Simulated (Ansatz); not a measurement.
# Ge wire along [100], 25 atoms a period, H-terminated: bands along the axis, part 2 of 2

Aim: is the Ge wire along [100], 25 atoms a period, H-terminated a metal or a semiconductor?

Ansatz 0.2.0; DFT PBE, plane waves, PAW; relaxation of a wire's period; PAW set soft_1 (the session's first sound run).

So far. Step 2 (Relaxation of atoms and period): The cell's length comes to 5.743 Å with spin left out.

## 3. Bands of the perfect wire

This step: DFT PBE, plane waves, PAW; bands of a perfect wire; PAW set soft_1 (Ansatz 0.2.0).

At the relaxed period the bands are computed along the axis; those that cross an energy going forward count the channels that a perfect wire would open there.

Input file input.yaml:

```yaml
crystal:
  lattice:
    - [20.121, 0.0, 0.0]
    - [0.0, 20.121, 0.0]
    - [0.0, 0.0, 5.7426614271]
  atoms:
    - { symbol: Ge, position: [0.216639019, 0.500008271, 0.0] }
    - { symbol: Ge, position: [0.358727891, 0.358727891, 0.995473534] }
    - { symbol: Ge, position: [0.358727891, 0.641288651, 0.004526466] }
    - { symbol: Ge, position: [0.500008271, 0.216639019, 0.0] }
    - { symbol: Ge, position: [0.500008271, 0.500008271, 0.0] }
    - { symbol: Ge, position: [0.500008271, 0.783377522, 0.0] }
    - { symbol: Ge, position: [0.641288651, 0.358727891, 0.004526466] }
    - { symbol: Ge, position: [0.641288651, 0.641288651, 0.995473534] }
    - { symbol: Ge, position: [0.783377522, 0.500008271, 0.0] }
    - { symbol: H, position: [0.17121108, 0.455837345, 0.152991555] }
    - { symbol: H, position: [0.314075893, 0.314075893, 0.152210851] }
    - { symbol: H, position: [0.455837345, 0.17121108, 0.152991555] }
    - { symbol: H, position: [0.544179197, 0.828805461, 0.152991555] }
    - { symbol: H, position: [0.685940649, 0.685940649, 0.152210851] }
    - { symbol: H, position: [0.828805461, 0.544179197, 0.152991555] }
    - { symbol: Ge, position: [0.28735217, 0.570021795, 0.246522682] }
    - { symbol: Ge, position: [0.428706917, 0.428706917, 0.250632753] }
    - { symbol: Ge, position: [0.429994747, 0.712664372, 0.246522682] }
    - { symbol: Ge, position: [0.570021795, 0.28735217, 0.246522682] }
    - { symbol: Ge, position: [0.571309625, 0.571309625, 0.250632753] }
    - { symbol: Ge, position: [0.712664372, 0.429994747, 0.246522682] }
    - { symbol: H, position: [0.243201093, 0.615109339, 0.403289195] }
    - { symbol: H, position: [0.384907203, 0.756815449, 0.403289195] }
    - { symbol: H, position: [0.615109339, 0.243201093, 0.403289195] }
    - { symbol: H, position: [0.756815449, 0.384907203, 0.403289195] }
    - { symbol: Ge, position: [0.357528732, 0.500008271, 0.5] }
    - { symbol: Ge, position: [0.500008271, 0.357528732, 0.5] }
    - { symbol: Ge, position: [0.500008271, 0.642487809, 0.5] }
    - { symbol: Ge, position: [0.642487809, 0.500008271, 0.5] }
    - { symbol: H, position: [0.243201093, 0.384907203, 0.596710805] }
    - { symbol: H, position: [0.384907203, 0.243201093, 0.596710805] }
    - { symbol: H, position: [0.615109339, 0.756815449, 0.596710805] }
    - { symbol: H, position: [0.756815449, 0.615109339, 0.596710805] }
    - { symbol: Ge, position: [0.28735217, 0.429994747, 0.753477318] }
    - { symbol: Ge, position: [0.429994747, 0.28735217, 0.753477318] }
    - { symbol: Ge, position: [0.428706917, 0.571309625, 0.749367247] }
    - { symbol: Ge, position: [0.571309625, 0.428706917, 0.749367247] }
    - { symbol: Ge, position: [0.570021795, 0.712664372, 0.753477318] }
    - { symbol: Ge, position: [0.712664372, 0.570021795, 0.753477318] }
    - { symbol: H, position: [0.17121108, 0.544179197, 0.847008445] }
    - { symbol: H, position: [0.314075893, 0.685940649, 0.847789149] }
    - { symbol: H, position: [0.455837345, 0.828805461, 0.847008445] }
    - { symbol: H, position: [0.544179197, 0.17121108, 0.847008445] }
    - { symbol: H, position: [0.685940649, 0.314075893, 0.847789149] }
    - { symbol: H, position: [0.828805461, 0.455837345, 0.847008445] }
kpoints:
  mp_grid: { grid: [1, 1, 14] }
  band_path: { path: ["Γ", Z], npoints: 90 }
scf:
  occupations: { method: fermi_dirac, width: 0.05 }
hamiltonian:
  xc: pbe
  pseudopotentials: { kind: paw, azcp: { folder: soft_1 } }
output:
  dos: { e_range: [-5, 4] }
  write_potential: true
  write_density: true
  volumetric_format: npy
```

The run is started by

```console
$ ansatz run input.yaml --threads 4 --pin off --max-ram 16384MiB --backend cpu --events-out ev --progress --plain --runs-dir out
```

Numbers of over 12 decimals in the logs are rounded to 6 here.

Output:

```text
[...]
Crystal: 45 atoms, lattice volume = 2324.943 Å³
Basis set: ecut = 420 eV, 45499 PW (Γ)
Bands: 230, of which v1, the nominal top of the filled ones, is band 185 counted from 1 (184 counted from 0)
Symmetry: 8 space group operations
[...]
k-points: 8 of 14
[...]
SCF iter   1: F=—  HF=-107692.768797 eV  |F-HF|=—  |Δ(HF+E_count)|=         —  Δρ=3.13e-2  dr2=1.90e1  ethr=3.10e-3  ⟨swp⟩=7.0  Hψ=7485  notcnv=0  defer=15
[...]
SCF iter  10: F=-107687.660024 eV  HF=-107687.660024 eV  |F-HF|=1.30e-8  |Δ(HF+E_count)|=   2.57e-7  Δρ=1.02e-6  dr2=2.14e-8  ethr=2.70e-11  ⟨swp⟩=14.6  Hψ=9290  notcnv=0
SCF 1 converged in 10 iterations: F = -107687.660024 eV  dr2 = 2.14e-8
[...]
NSCF: frozen V_eff on 91 k-points
WARN: pass on a band path, mesh or list of k-points: the 91 k-points are solved 20 at a time at the most, because the 14.40 GiB of host memory that the pass is priced against does not hold them all with the solver's workspace as planned. The pass can take longer, above all where fewer k-points are solved at a time than the run has threads. As a rule a larger memory budget leaves room for more at once. The budget is what a run with no `--max-ram-frac` typed is planned for, 0.8 of the host's memory or its container's limit. More memory there lifts it, and so does a share over 0.88 that is typed (of such a share the budget is ten elevenths): [rest of the remark cut]
WARN: The output density's exchange-correlation potential varies sharply where the density is thin. Do not read a vacuum level from v_tot or v_xc, or from such a field of the output density. On a cell that repeats whose density bears no net charge and no dipole along the vacuum's axis use v_es (v_loc + v_h of the components); under efield.dipole_correction with no amplitude use v_es + v_field, which holds any externa [...]
SCF converged after 10 iterations
Free energy (F): -107687.660024 eV
[...]
Internal energy: -107687.660024 eV  (E = F + TS)
E sigma→0 (E₀):  -107687.660024 eV
Fermi energy:    -0.843684 eV
[...]
--- Band table (eV; the first three rows and the last of 8) ---
  k-point 0: bands = [... 181 lower, -2.3010, -2.1496, -2.1496, -2.1126, 0.5793, 0.5858, 0.6555, 0.6555, ... 41 higher]
  k-point 1: bands = [... 181 lower, -2.3416, -2.1614, -2.1614, -2.1149, 0.6330, 0.6445, 0.6600, 0.6600, ... 41 higher]
  k-point 2: bands = [... 181 lower, -2.4498, -2.1902, -2.1902, -2.1311, 0.6311, 0.6989, 0.6989, 0.7815, ... 41 higher]
  k-point 7: bands = [... 181 lower, -2.7094, -2.6249, -2.6249, -2.5930, 0.4051, 0.4646, 0.4646, 0.4871, ... 41 higher]
```

Wall time 27 min (4 threads of Intel Xeon Platinum 8259CL at 2.50GHz (Skylake/Cascade Lake), shared host); peak memory 13 GiB.

Reading the cycles: dr2 is the Hartree energy of the density residual (eV), the measure of convergence; HF is the Harris–Foulkes estimate of the energy, which meets the free energy F at convergence.

Numbers from this step:

* band gap: 2.518 eV

The electronic bands at the labelled points (eV, zero at the Fermi level; v1 is the highest filled band, c1 the lowest empty one):

```tsv
point	v4	v3	v2	v1	c1	c2	c3	c4
Γ	-1.46	-1.31	-1.31	-1.27	1.42	1.43	1.50	1.50
halfway	-1.82	-1.40	-1.40	-1.38	1.40	1.53	1.53	1.64
Z	-1.87	-1.78	-1.78	-1.75	1.25	1.31	1.31	1.33
```

The gap is 2.52 eV, with spin left out.

The path shows an indirect gap of 2.52 eV (valence top at Γ, conduction bottom at Z). The least direct gap is 2.69 eV.

## 4. Levels at the same atoms

This step: DFT r2SCAN, plane waves, PAW; bands of a perfect wire at the PBE geometry; PAW set soft_1 (Ansatz 0.2.0).

The atoms stay at the PBE geometry and the functional changes. r2SCAN also reads the kinetic-energy density; it often gives larger moments and wider gaps than PBE, at a higher cost.

Edit input.yaml of step 3 so:

```diff
@@ -52,3 +52,3 @@
 kpoints:
-  mp_grid: { grid: [1, 1, 14] }
+  mp_grid: { grid: [1, 1, 11] }
   band_path: { path: ["Γ", Z], npoints: 90 }
@@ -57,8 +57,3 @@
 hamiltonian:
-  xc: pbe
+  xc: r2scan
   pseudopotentials: { kind: paw, azcp: { folder: soft_1 } }
-output:
-  dos: { e_range: [-5, 4] }
-  write_potential: true
-  write_density: true
-  volumetric_format: npy
```

Output:

```text
Engine: ansatz 0.2.0, x86_64-unknown-linux-gnu
Pseudopotentials: kind: paw
Pseudopotential: Ge, paw, valence charge 14, recommended cutoff 500 eV (meta_gga), soft_1/Ge.paw.azcp
Pseudopotential: H, paw, valence charge 1, recommended cutoff 500 eV (meta_gga), soft_1/H.paw.azcp
Functional definition: r2SCAN
  parameter k0 = 0.174
  parameter k1 = 0.065
  parameter a1 = 4.9479
  exchange = r2scan_x(k0 = k0, k1 = k1, a1 = a1)
  correlation = r2scan_c
Crystal: 45 atoms, lattice volume = 2324.943 Å³
Basis set: ecut = 500 eV, 59017 PW (Γ), exchange–correlation on 600×600×180 points (64 copies of the dense FFT grid, shifted against one another)
Bands: 230, of which v1, the nominal top of the filled ones, is band 185 counted from 1 (184 counted from 0)
Symmetry: 8 space group operations
Space group: P-42m (ITA 111), of the structure as read, at distance tolerance 1.3e-4 Å
k-points: 6 of 11
Non-local potential: Ge, projectors of the file, l = 0: 2, l = 1: 2, l = 2: 3, l = 3: 1
Non-local potential: H, projectors of the file, l = 0: 2, l = 1: 1
PAW form: soft (Blöchl's): semilocal exchange-correlation on the pseudo side does not see the compensation charge
PAW frozen core: Ge, regenerated for the run's functional (the file was generated under x = pbe(κ = 0.804, μ = 0.219515), c = pbe(β = 0.066725))
PAW one-centre angular grid: Ge, 590 points (default); XC on 160 Gauss nodes
PAW one-centre angular grid: H, 302 points (default); XC on 160 Gauss nodes
Initial density: superposition of atomic densities (neutral atoms: chi_scale 0, normalization atom)
Initial wavefunctions: pseudopotential atomic-orbital guess
Functional: x = r2scan, c = r2scan; τ floored in thin density (d = 2e-4 eV/Å³)
SCF iter   1: F=—  HF=-107889.679339 eV  |F-HF|=—  |Δ(HF+E_count)|=         —  Δρ=3.06e-2  dr2=1.77e1  dr2_τ=1.51e-1  ethr=3.10e-3  ⟨swp⟩=7.0  Hψ=5625  notcnv=0  defer=12
preconditioner: auto → Resta (q_TF=auto, 2.008 Å⁻¹)  ε∞=1.7  [insulator: Δε(μ)=2.818 eV  Ē_g=9.853 eV  σ=0.050 eV  W_gap=1.00  n_scr=330 (ndim 8)  ℏωp=8.4 eV  f_vac=0.614  D(μ)=0.00/eV (n_scr^D=0)  ε∞_Penn≈1.7  vacuum switching on, ρ_ref=7.0e-3 e/Å³]
SCF iter   2: F=—  HF=-107887.297101 eV  |F-HF|=—  |Δ(HF+E_count)|=    2.38e0  Δρ=1.50e-2  dr2=4.59e0  dr2_τ=4.29e-2  ethr=3.10e-3  ⟨swp⟩=3.0  Hψ=1862  notcnv=0  defer=228
SCF iter   3: F=—  HF=-107887.262602 eV  |F-HF|=—  |Δ(HF+E_count)|=   3.45e-2  Δρ=2.96e-3  dr2=1.53e0  dr2_τ=4.02e-3  ethr=1.24e-3  ⟨swp⟩=3.7  Hψ=1612  notcnv=0  defer=228
SCF iter   4: F=—  HF=-107887.024521 eV  |F-HF|=—  |Δ(HF+E_count)|=   2.38e-1  Δρ=1.25e-3  dr2=5.88e-2  dr2_τ=1.25e-3  ethr=4.13e-4  ⟨swp⟩=3.2  Hψ=1711  notcnv=0  defer=226
SCF iter   5: F=—  HF=-107887.046299 eV  |F-HF|=—  |Δ(HF+E_count)|=   2.18e-2  Δρ=4.61e-4  dr2=3.31e-3  dr2_τ=1.55e-4  ethr=1.59e-5  ⟨swp⟩=2.0  Hψ=1494  notcnv=0  defer=226
SCF iter   6: F=—  HF=-107887.054829 eV  |F-HF|=—  |Δ(HF+E_count)|=   8.53e-3  Δρ=1.09e-4  dr2=2.48e-4  dr2_τ=9.18e-6  ethr=8.95e-7  ⟨swp⟩=2.0  Hψ=2294  notcnv=0  defer=226
SCF iter   7: F=—  HF=-107887.055602 eV  |F-HF|=—  |Δ(HF+E_count)|=   7.73e-4  Δρ=2.87e-5  dr2=2.21e-5  dr2_τ=5.16e-7  ethr=6.71e-8  ⟨swp⟩=2.0  Hψ=2261  notcnv=0  defer=226
SCF iter   8: F=—  HF=-107887.055557 eV  |F-HF|=—  |Δ(HF+E_count)|=   4.48e-5  Δρ=8.53e-6  dr2=2.66e-6  dr2_τ=5.22e-8  ethr=5.97e-9  ⟨swp⟩=2.0  Hψ=2488  notcnv=0  defer=226
SCF iter   9: F=—  HF=-107887.055566 eV  |F-HF|=—  |Δ(HF+E_count)|=   9.48e-6  Δρ=2.72e-6  dr2=3.17e-7  dr2_τ=4.39e-9  ethr=7.19e-10  ⟨swp⟩=2.0  Hψ=2264  notcnv=0  defer=226
SCF iter  10: F=-107887.055567 eV  HF=-107887.055567 eV  |F-HF|=8.44e-8  |Δ(HF+E_count)|=   4.78e-7  Δρ=1.14e-6  dr2=3.04e-8  dr2_τ=4.84e-10  ethr=2.70e-11  ⟨swp⟩=14.3  Hψ=6748  notcnv=0
SCF 1 converged in 10 iterations: F = -107887.055567 eV  dr2 = 3.04e-8
[...]
NSCF: frozen V_eff on 91 k-points
WARN: pass on a band path, mesh or list of k-points: the 91 k-points are solved 14 at a time at the most, because the 14.40 GiB of host memory that the pass is priced against does not hold them all with the solver's workspace as planned. The pass can take longer, above all where fewer k-points are solved at a time than the run has threads. As a rule a larger memory budget leaves room for more at once. The budget is what a run with no `--max-ram-frac` typed is planned for, 0.8 of the host's memory or its container's limit. More memory there lifts it, and so does a share over 0.88 that is typed (of such a share the budget is ten elevenths): [rest of the remark cut]
```

Wall time 31 min (4 threads); peak memory 12 GiB.

The run was cut off at the time limit after its SCF cycle had converged; no result of it is taken.

## 5. Another level of theory

This step: DFT HSE06, plane waves, PAW; levels of a perfect wire at the PBE geometry; PAW set soft_1 (Ansatz 0.2.0).

The atoms stay at the PBE geometry and the functional changes. HSE06 mixes in a quarter of short-range exact exchange, which removes part of the self-interaction that closes gaps; it is dear, so the mesh is thinner and no path is run.

Edit input.yaml of step 4 so:

```diff
@@ -52,4 +52,3 @@
 kpoints:
-  mp_grid: { grid: [1, 1, 11] }
-  band_path: { path: ["Γ", Z], npoints: 90 }
+  mp_grid: { grid: [1, 1, 6] }
 scf:
@@ -57,3 +56,3 @@
 hamiltonian:
-  xc: r2scan
+  xc: hse06
   pseudopotentials: { kind: paw, azcp: { folder: soft_1 } }
```

Output:

```text
Engine: ansatz 0.2.0, x86_64-unknown-linux-gnu
Pseudopotentials: kind: paw
Pseudopotential: Ge, paw, valence charge 14, recommended cutoff 420 eV (normal), soft_1/Ge.paw.azcp
Pseudopotential: H, paw, valence charge 1, recommended cutoff 420 eV (normal), soft_1/H.paw.azcp
Functional definition: HSE06
  parameter a = 0.25
  parameter omega = 0.11/bohr
  exchange = pbe_x - a*pbe_x_sr(omega) + a*exact_x_sr(omega)
  correlation = pbe_c
exact exchange (on PAW files that of the plane waves, all of it where the separable form is declined too) is computed from pair densities and not by density-matrix convolution, because memory is short: the convolution, which is usually faster, keeps the exchange operator as a matrix at each irreducible k-point or, where blocks serve (scf.exx.build), one block of their elements at a time (for builds on a GPU, the tabl [...]
the exact exchange of the augmentation charges is not formed by FFT convolution over the k-point mesh, because memory is short: the convolution needs a memory limit of at least 17.69 GiB (a later check in the same run can ask for more); the limit here is 14.40 GiB. It is formed k-point by k-point (scf.exx.ecutfock_ratio). Converged results can differ within the SCF's convergence thresholds, a real-time propagation's in their last digits. To use the convolution, give the run more memory; to do without it under every limit, set scf.exx.build: pair_densities (it also rules out density-matrix convolution). [rest of the remark cut]
Crystal: 45 atoms, lattice volume = 2324.943 Å³
Basis set: ecut = 420 eV, 45499 PW (Γ)
Bands: 230, of which v1, the nominal top of the filled ones, is band 185 counted from 1 (184 counted from 0)
Symmetry: 8 space group operations
Space group: P-42m (ITA 111), of the structure as read, at distance tolerance 1.3e-4 Å
k-points: 4 of 6
Non-local potential: Ge, projectors of the file, l = 0: 2, l = 1: 2, l = 2: 3, l = 3: 1
Non-local potential: H, projectors of the file, l = 0: 2, l = 1: 1
PAW form: soft (Blöchl's): semilocal exchange-correlation on the pseudo side does not see the compensation charge
PAW frozen core: Ge, regenerated for the run's functional, and the local potential with it (the file was generated under x = pbe(κ = 0.804, μ = 0.219515), c = pbe(β = 0.066725))
PAW one-centre angular grid: Ge, 590 points (default); XC on 64 Gauss nodes
PAW one-centre angular grid: H, 110 points (default); XC on 64 Gauss nodes
Initial density: superposition of atomic densities (neutral atoms: chi_scale 0, normalization atom)
Initial wavefunctions: pseudopotential atomic-orbital guess
Functional: x = pbe(κ = 0.804, μ = 0.219515), c = pbe(β = 0.066725), warm-up for x = pbe(κ = 0.804, μ = 0.219515) + 0.25 (exact − pbe) at short range (hse, ω = 0.207870 Å⁻¹), c = pbe(β = 0.066725); HSE06 as pw.x's `hse` composes it (authors' and Libxc's form: `xc: wpbeh`)
[...]
SCF iter   3: F=—  HF=-107689.984813 eV  |F-HF|=—  |Δ(HF+E_count)|=    1.63e0  Δρ=7.16e-3  dr2=1.44e1  ethr=9.59e-4  ⟨swp⟩=10.8  Hψ=2978  notcnv=0  recentre
iter 4 solved again at ethr=3.44e-5 eV; its pass at ethr=9.59e-4 eV (dr2=1.27e-1 eV) is discarded
SCF iter   4: F=—  HF=-107687.687474 eV  |F-HF|=—  |Δ(HF+E_count)|=    2.30e0  Δρ=2.07e-3  dr2=1.30e-1  ethr=3.44e-5  ⟨swp⟩=4.8  Hψ=4541  notcnv=0
SCF iter   5: F=—  HF=-107687.677353 eV  |F-HF|=—  |Δ(HF+E_count)|=   1.01e-2  Δρ=1.13e-3  dr2=1.21e-2  ethr=3.44e-5  ⟨swp⟩=6.0  Hψ=2131  notcnv=0
SCF iter   6: F=—  HF=-107687.680664 eV  |F-HF|=—  |Δ(HF+E_count)|=   3.31e-3  Δρ=1.69e-4  dr2=1.48e-3  ethr=3.27e-6  ⟨swp⟩=3.0  Hψ=1941  notcnv=0
SCF iter   7: F=-107687.680439 eV  HF=-107687.680532 eV  |F-HF|=9.28e-5  |Δ(HF+E_count)|=   1.31e-4  Δρ=8.99e-5  dr2=1.67e-4  ethr=4.01e-7  ⟨swp⟩=4.0  Hψ=2284  notcnv=0
SCF 1 stopped early in 7 iterations: F = -107687.680439 eV  dr2 = 1.67e-4
  greatest PAW one-centre occupation: 0.998 electrons in one spin orbital (limit 2), on the Ge atom at site 5 (counted from 0), in its partial waves of l = 2
exchange builds: bands taken at once cut from 230 to 115 (in the separable form on real orbitals, 115 of the empty ones beside the filled), because the run could otherwise hold 16.62 GiB against a 14.40 GiB memory limit. The exchange operator is unchanged; the exchange terms of the energy, forces and stress (in the separable form that of the stress alone) can be summed in another order, which moves their last digits  [...]
Initial density: handed on by an earlier stage of this run
Initial wavefunctions: those handed on with the density
Functional: x = pbe(κ = 0.804, μ = 0.219515) + 0.25 (exact − pbe) at short range (hse, ω = 0.207870 Å⁻¹), c = pbe(β = 0.066725); HSE06 as pw.x's `hse` composes it (authors' and Libxc's form: `xc: wpbeh`)
Exchange kernel: α = 0.2500, screened, ω = 0.2079 Å⁻¹, Wigner–Seitz truncation, v(0) = 1045.9345 eV·Å³, q-mesh 1×1×6, nearest image of the exchange supercell L = 20.12 Å, pair-density grid 135×135×40, without the augmentation charges, whose exchange is taken in its separable form (the finest that the files' search goes to)
Frozen-core exchange: fock
SCF iter   1: F=—  HF=-107710.645151 eV  |F-HF|=—  |Δ(HF+E_count)|=         —  Δρ=4.68e-3  dr2=1.73e-1  ethr=4.52e-7  ⟨swp⟩=20.0  Hψ=5694  notcnv=4
preconditioner: auto → none  [insulator: Δε(μ)=3.229 eV  Ē_g=10.129 eV  σ=0.050 eV  W_gap=1.00  n_scr=330 (ndim 8)  ℏωp=8.4 eV  f_vac=0.648  D(μ)=0.00/eV (n_scr^D=0)]
SCF iter   2: F=—  HF=-107710.424455 eV  |F-HF|=—  |Δ(HF+E_count)|=   2.21e-1  Δρ=8.88e-4  dr2=1.90e-2  ethr=4.52e-7  ⟨swp⟩=4.5  Hψ=3322  notcnv=0
SCF iter   3: F=—  HF=-107710.543247 eV  |F-HF|=—  |Δ(HF+E_count)|=   1.19e-1  Δρ=7.58e-4  dr2=5.22e-3  ethr=4.52e-7  ⟨swp⟩=6.0  Hψ=3397  notcnv=0  defer=1
SCF iter   4: F=—  HF=-107710.541989 eV  |F-HF|=—  |Δ(HF+E_count)|=   1.26e-3  Δρ=1.68e-4  dr2=7.13e-4  ethr=4.52e-7  ⟨swp⟩=3.0  Hψ=2305  notcnv=0
SCF iter   5: F=—  HF=-107710.542150 eV  |F-HF|=—  |Δ(HF+E_count)|=   1.61e-4  Δρ=2.63e-5  dr2=1.86e-4  ethr=1.45e-7  ⟨swp⟩=3.0  Hψ=1773  notcnv=0
SCF iter   6: F=-107710.543818 eV  HF=-107710.543871 eV  |F-HF|=5.30e-5  |Δ(HF+E_count)|=   1.72e-3  Δρ=6.00e-5  dr2=5.12e-5  ethr=7.20e-9  ⟨swp⟩=8.0  Hψ=3668  notcnv=0  defer=3
SCF 2 stopped early in 6 iterations: F = -107710.543818 eV  dr2 = 5.12e-5
  greatest PAW one-centre occupation: 0.998 electrons in one spin orbital (limit 2), on the Ge atom at site 3 (counted from 0), in its partial waves of l = 2
```

Run time: 1.7 h. Hardware: 4 threads; peak memory 9 GiB.

The run was cut off at its time limit.

## 6. Results

| Item | Value |
| --- | --- |
| cell length, PBE | 5.743 Å |
| gap, PBE | 2.52 eV |

What this shows: Under PBE the cell's length is 5.74 Å, and a gap of 2.52 eV makes it a semiconductor.

[Logs are printed without paths, hosts, clocks, repeated set-up lines and the standing remarks that a program may print on its own settings, such as how far it seeks lower states.]

[Hosts, paths, dates, database ids (printed as entryN), source tags and the programs' standing remarks are cut or masked in the printed files.]
